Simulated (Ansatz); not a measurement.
# Sn2B3Rh, from a guessed structure to a relaxed one, part 2 of 2

This structure for Sn2B3Rh is made up. Its elements were placed in a known structure type with a cell scaled to their sizes. What cell does the guess relax to, and how far off was it?

Ansatz 0.2.0; DFT, PBEsol, plane-wave PAW, files of the set soft_1, scalar-relativistic, no spin, cell and ions relaxed at zero pressure; PAW set soft_1 (the session's first sound run).

So far: Set-up; Relaxing cell and atoms. The relaxed cell has a = 5.429, c = 9.758 Å (conventional setting).

## Step 3: Electronic structure of the relaxed cell

With the geometry fixed, one more self-consistent run, with a narrower smearing and the mesh shown in its input, gives the bands, and its pressure, and its forces where symmetry allows any, show how far the geometry depends on these settings.

This step: DFT, PBEsol, plane-wave PAW, files of the set soft_1, scalar-relativistic, no spin, bands and density of states at the relaxed cell; PAW set soft_1 (Ansatz 0.2.0).

File input.yaml:

```yaml
crystal:
  lattice:
    - [2.7146484768, 1.5673030289, 3.2526576593]
    - [-2.7146484768, 1.5673030289, 3.2526576593]
    - [0.0, -3.1346060577, 3.2526576593]
  atoms:
    - { symbol: Sn, position: [0.3571540634, 0.3571540634, 0.3571540634] }
    - { symbol: Sn, position: [0.6428459366, 0.6428459366, 0.6428459366] }
    - { symbol: Rh, position: [0.0, 0.0, 0.0] }
    - { symbol: B, position: [0.0, 0.0, 0.5] }
    - { symbol: B, position: [0.5, 0.0, 0.0] }
    - { symbol: B, position: [0.0, 0.5, 0.0] }
kpoints:
  mp_grid: { grid: [8, 8, 8] }
  band_path:
    path:
      - [[0.0, 0.0, 0.0], [0.5, 0.0, 0.0], [0.5, 0.32145491, -0.32145491]]
      - [[0.67854509, 0.5, 0.32145491], [0.5, 0.5, 0.5], [0.0, 0.0, 0.0], [0.41072746, 0.0, -0.41072746]]
      - [[0.58927254, 0.41072746, 0.0], [0.5, 0.5, 0.0], [0.58927254, 0.58927254, 0.32145491], [0.5, 0.5, 0.5]]
      - [[0.5, 0.0, 0.0], [0.67854509, 0.41072746, 0.41072746]]
    npoints: 8
scf:
  occupations: { method: fermi_dirac, width: 0.03 }
  n_extra_bands: 10
hamiltonian:
  xc: pbesol
  pseudopotentials: { kind: paw, azcp: { folder: soft_1 }, xc_functional: pbe }
output:
  forces: true
  stress: true
  write_bands: true
  dos: { projected: true }
  write_density: true
  write_potential: true
  elf: true
  volumetric_format: npy
```

Started as:

```sh
ansatz run input.yaml --threads 4 --pin off --max-ram 10240MiB --backend cpu --events-out ev --progress --plain --runs-dir out
```

Numbers of over 12 decimals in the logs are rounded to 6 here.

What it wrote:

```text
[...]
Crystal: 6 atoms, lattice volume = 83.034 Å³
Basis set: ecut = 420 eV, 1631 PW (Γ), exchange–correlation on 64×64×64 points (8 copies of the dense FFT grid, shifted against one another)
Bands: 37, of which v1, the nominal top of the filled ones, is band 27 counted from 1 (26 counted from 0)
Symmetry: 12 space group operations
[...]
k-points: 65 of 512
[...]
SCF iter   1: F=—  HF=-18694.249378 eV  |F-HF|=—  |Δ(HF+E_count)|=         —  Δρ=1.58e-1  dr2=3.29e1  ethr=3.10e-3  ⟨swp⟩=6.1  Hψ=10135  notcnv=0
[...]
SCF iter   9: F=-18690.570273 eV  HF=-18690.570273 eV  |F-HF|=7.24e-9  |Δ(HF+E_count)|=   1.12e-8  Δρ=3.10e-6  dr2=1.19e-8  ethr=1.85e-10  ⟨swp⟩=14.1  Hψ=16859  notcnv=0
SCF 1 converged in 9 iterations: F = -18690.570273 eV  dr2 = 1.19e-8
[...]
NSCF: frozen V_eff on 76 k-points
SCF converged after 9 iterations
Free energy (F): -18690.570273 eV
[...]
Internal energy: -18690.560150 eV  (E = F + TS)
E sigma→0 (E₀):  -18690.565212 eV
Entropy (-TS):   -0.010124 eV (-1.687 meV/atom)
Fermi energy:    13.891717 eV
[...]
--- Forces (eV/Å), atoms counted from 1 ---
  atom   1  Sn    -0.00000000    -0.00000000    -0.01314725
  atom   2  Sn    -0.00000000     0.00000000     0.01314725
  atom   3  Rh     0.00000000     0.00000000    -0.00000000
  atom   4  B      0.00000000     0.00000000    -0.00000000
  atom   5  B     -0.00000000    -0.00000000     0.00000000
  atom   6  B      0.00000000    -0.00000000     0.00000000
  max |Σ_I F_I| component: 3.70e-17 eV/Å
--- Stress (GPa, compression-positive) ---
       -0.020229      -0.000000      -0.000000
       -0.000000      -0.020229       0.000000
       -0.000000       0.000000       0.256653
  P = ⅓ Tr σ = 0.0721 GPa (0.721 kbar)
--- Band table (eV; the first three rows and the last of 65) ---
  k-point 0: bands = [... 23 lower, 11.7844, 12.5675, 13.0496, 13.0496, 13.5907, 13.5907, 14.1438, 15.0899, ... 6 higher]
  k-point 1: bands = [... 23 lower, 11.7982, 12.4660, 12.6979, 12.8078, 13.5868, 13.8800, 14.4786, 15.9447, ... 6 higher]
  k-point 2: bands = [... 23 lower, 11.5102, 12.1768, 12.7682, 12.8374, 13.8028, 14.1538, 15.2798, 16.2735, ... 6 higher]
  k-point 64: bands = [... 23 lower, 9.2555, 12.5587, 13.0290, 13.0290, 16.8236, 16.8236, 17.0968, 17.9601, ... 6 higher]
```

Elapsed: 5 s, on 4 threads of Arm Neoverse V2, shared host; peak memory 0.49 GiB.

Reading the cycles: dr2 is the Hartree energy of the density residual (eV), the measure of convergence; HF is the Harris–Foulkes estimate of the energy, which meets the free energy F at convergence.

This step gave:

```
free energy             : -18690.5703 eV
energy at zero smearing : -18690.5652 eV
smearing term TS        : 0.01012 eV
pressure                : 0.07206 GPa
```

From bands.tsv, the bands that come nearest the Fermi level along the path, at its corners, in eV from the Fermi level:

```tsv
point	band 24	band 25	band 26	band 27	band 28	band 29	band 30	band 31
Γ	-2.11	-1.32	-0.84	-0.84	-0.30	-0.30	0.25	1.20
L	-2.92	-1.49	-1.03	-0.36	0.14	0.26	1.40	2.17
B1	-3.27	-1.14	-0.48	-0.48	0.59	1.96	2.64	2.76
B	-3.27	-1.14	-0.48	-0.48	0.59	1.96	2.64	2.76
Z	-4.64	-1.33	-0.86	-0.86	2.93	2.93	3.21	4.07
Γ	-2.11	-1.32	-0.84	-0.84	-0.30	-0.30	0.25	1.20
X	-2.35	-1.55	-0.37	-0.18	1.05	1.64	1.72	2.57
Q	-2.35	-1.55	-0.37	-0.18	1.05	1.64	1.72	2.57
F	-2.37	-1.44	-0.26	0.28	1.11	1.17	1.30	3.14
P1	-3.56	-1.13	-0.77	-0.51	0.95	2.34	2.36	3.27
Z	-4.64	-1.33	-0.86	-0.86	2.93	2.93	3.21	4.07
L	-2.92	-1.49	-1.03	-0.36	0.14	0.26	1.40	2.17
P	-3.56	-1.13	-0.77	-0.51	0.95	2.34	2.36	3.27
```

States per cell as run, both spins, in windows of 1 eV, from dos.tsv (zero at the Fermi level):

```csv
from,to,total
-8,-7,1.52
-7,-6,1.97
-6,-5,2.21
-5,-4,3.99
-4,-3,4.16
-3,-2,1.77
-2,-1,2.36
-1,0,3.40
0,1,2.94
1,2,2.74
2,3,2.72
3,4,3.23
4,5,3.26
```

A further 32.6 states lie below the table's range.

ELF in the ac plane of the cell as run, not the conventional one, at fractional y = 0.000, with atoms of Rh and B within 0.2 Å of it. It is the smooth field of the valence electrons, not physical close to the nuclei.

Values, 14 rows by 14 columns, each cell a mean:
```
0.72 0.68 0.49 0.27 0.52 0.78 0.42 0.11 0.35 0.72 0.55 0.28 0.50 0.69
0.56 0.59 0.48 0.26 0.38 0.68 0.69 0.52 0.54 0.66 0.53 0.27 0.34 0.50
0.30 0.34 0.32 0.23 0.28 0.47 0.63 0.65 0.61 0.54 0.43 0.31 0.27 0.28
0.45 0.35 0.27 0.22 0.21 0.27 0.37 0.44 0.43 0.37 0.34 0.43 0.53 0.55
0.76 0.68 0.51 0.31 0.21 0.20 0.25 0.29 0.31 0.31 0.37 0.54 0.66 0.72
0.47 0.69 0.71 0.47 0.28 0.21 0.22 0.24 0.27 0.31 0.43 0.61 0.54 0.35
0.04 0.32 0.67 0.56 0.36 0.25 0.23 0.23 0.24 0.29 0.44 0.65 0.52 0.11
0.15 0.28 0.60 0.56 0.38 0.28 0.25 0.23 0.22 0.25 0.37 0.63 0.69 0.42
0.70 0.64 0.64 0.50 0.35 0.29 0.28 0.25 0.21 0.20 0.27 0.47 0.68 0.78
0.65 0.65 0.56 0.41 0.33 0.35 0.38 0.36 0.28 0.21 0.21 0.28 0.38 0.52
0.30 0.34 0.36 0.35 0.41 0.50 0.56 0.56 0.47 0.31 0.22 0.23 0.26 0.27
0.44 0.35 0.25 0.36 0.56 0.64 0.60 0.67 0.71 0.51 0.27 0.32 0.48 0.49
0.67 0.58 0.35 0.34 0.65 0.64 0.28 0.32 0.69 0.68 0.35 0.34 0.59 0.68
0.75 0.67 0.44 0.30 0.65 0.70 0.15 0.04 0.47 0.76 0.45 0.30 0.56 0.72
```
Columns run along a (4.5 Å), rows up along c (4.5 Å). Atoms in or near the plane, at fractional coordinates: Rh at (0.00, 0.00), B at (0.00, 0.50), B at (0.50, 0.00).

Valence density in the ac plane of the cell as run, not the conventional one, at fractional y = 0.000, with atoms of Rh and B within 0.2 Å of it. It is the smooth field of the valence electrons, not physical close to the nuclei.

Values in e/Å³, 14 rows by 14 columns, each cell a mean:
```
11  9  4  1  0  1  1  0  1  1  0  1  3  8
 6  5  2  1  0  0  1  1  1  0  0  0  1  3
 1  1  1  0  0  0  0  0  0  0  0  0  0  1
 1  0  0  0  0  0  0  0  0  0  0  0  0  0
 1  0  0  0  0  0  0  0  0  0  0  0  0  1
 1  1  0  0  0  0  0  0  0  0  0  0  1  1
 0  1  0  0  0  0  0  0  0  0  0  0  1  0
 1  1  0  0  0  0  0  0  0  0  0  0  1  1
 1  1  0  0  0  0  0  0  0  0  0  0  0  1
 1  0  0  0  0  0  0  0  0  0  0  0  0  0
 1  0  0  0  0  0  0  0  0  0  0  0  1  1
 3  1  1  0  0  0  0  0  0  0  0  1  2  4
 9  5  1  0  0  1  1  1  1  0  0  1  5  9
13  9  3  1  1  1  1  0  1  1  1  1  6 11
```
Columns run along a (4.5 Å), rows up along c (4.5 Å). Atoms in or near the plane, at fractional coordinates: Rh at (0.00, 0.00), B at (0.00, 0.50), B at (0.50, 0.00).

Electrostatic potential energy in the ac plane of the cell as run, not the conventional one, at fractional y = 0.000, with atoms of Rh and B within 0.2 Å of it. With pseudopotentials it is smooth inside the atoms' cores, unlike the true potential.

Ten even steps from '_' (-60 eV) to '@' (15 eV), each cell a mean:
```
____--%%@@##======##@@%%==__
::::++%%@@@@##****%%@@@@##==
****%%@@@@@@@@@@@@@@@@@@@@%%
@@@@@@@@@@@@@@@@@@@@@@@@@@@@
%%@@@@@@@@@@@@@@@@@@@@@@%%##
==**@@@@@@@@@@@@@@@@@@@@**==
====##@@@@@@@@@@@@@@@@@@**==
====##@@@@@@@@@@@@@@@@@@##==
****%%@@@@@@@@@@@@@@@@@@@@##
%%@@@@@@@@@@@@@@@@@@@@@@@@@@
%%@@@@@@@@@@@@@@@@@@@@@@%%%%
==**@@@@@@%%####@@@@@@%%++--
__::**@@@@**====**@@@@**::__
____==%%%%**======%%@@**::__
```
Columns run along a (4.5 Å; values clipped at the 3rd and 97th percentile), rows up along c (4.5 Å). Atoms in or near the plane, at fractional coordinates: Rh at (0.00, 0.00), B at (0.00, 0.50), B at (0.50, 0.00).

## Step 4: Results

```
space group, relaxed : R-3m
conventional cell    : a = 5.429, b = 5.429, c = 9.758 Å; α = 90.0°, β = 90.0°, γ = 120.0°
volume per atom      : 13.84 Å³ (guess 13.33)
```

Sn2B3Rh relaxes to R-3m with a = 5.429, b = 5.429 and c = 9.758 Å. The guessed volume was 4 % too small. The space group R-3m was held in the relaxation, so the end point is a stationary structure within it and may be a saddle against distortions or other arrangements. Bands cross the Fermi level, so it is a metal or semimetal at this level. On the 8×8×8 mesh with the narrower smearing (relaxed on 7×7×7) the largest force component is 0.013 eV/Å and the largest stress component is 0.257 GPa, against the relaxation's thresholds of 0.015 eV/Å and 0.05 GPa. The cutoff wasn't tested. No dispersion term is used, so weakly bound directions may come out too long. The runs have no spin, and magnetism wasn't tested. Nothing here tests whether the compound is stable against decomposition.

[Logs are printed without paths, hosts, clocks, repeated set-up lines and the standing remarks that a program may print on its own settings, such as how far it seeks lower states.]

[Hosts, paths, dates, database ids (printed as entryN), source tags and the programs' standing remarks are cut or masked in the printed files.]
